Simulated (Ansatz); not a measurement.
LiMg3O3F (P4/mmm), computed twice by G0W0.

The structure was built from a prototype and need not be the compound's stable phase.

```xyz
8
Lattice="2.9128 0.0000 0.0000 0.0000 2.9128 0.0000 0.0000 0.0000 8.2352" Properties=species:S:1:pos:R:3 pbc="T T T"
Li    0.0000    0.0000    0.9833
F     1.4564    1.4564    0.9833
Mg    1.4564    1.4564    3.0247
O     0.0000    0.0000    2.9928
Mg    0.0000    0.0000    5.1009
O     1.4564    1.4564    5.1009
Mg    1.4564    1.4564    7.1771
O     0.0000    0.0000    7.2090
```

The structure was relaxed with LDA. The runs that relaxed it are not among those shown.

The first (Ansatz 0.2.0; start LDA, 6×6×2 mesh, 183 empty bands, screening to 110 eV, PAW set soft_1 files; 4 threads of Arm Neoverse V2, shared host) gave, on its mesh: starting gap 5.33 eV, G0W0 gap 8.01 eV, RPA ε∞ (mean) 2.82, 92 s.

Q: The second changes empty bands from 183 to 46 and screening cutoff (eV) from 110.0 to 44. What does it give?

It gave: starting gap 5.33 eV, G0W0 gap 7.97 eV, RPA ε∞ (mean) 2.83, 20 s. The G0W0 gap moves by −0.05 eV, +0.00 eV from the start and −0.05 eV from the correction. Σc changes by +0.27 eV at the valence top and +0.22 eV at the conduction bottom, and Σx − Vxc between them by +0.00 eV.

Limits: not at the basis limit; coarse k mesh.

[Paths, hosts, dates, memory and timing lines, banners, echoed tables and standing remarks are left out of the program output.]

[Logs are printed without paths, hosts, clocks, repeated set-up lines and the standing remarks that a program may print on its own settings, such as how far it seeks lower states.]

[Runs of the session that timed out or met a known fault of the program may be left out.]

[Cells called generated may have been cut or substituted from an entry of the Crystallography Open Database or the Materials Project.]

[Hosts, paths, dates, database ids (printed as entryN), source tags and the programs' standing remarks are cut or masked in the printed files.]
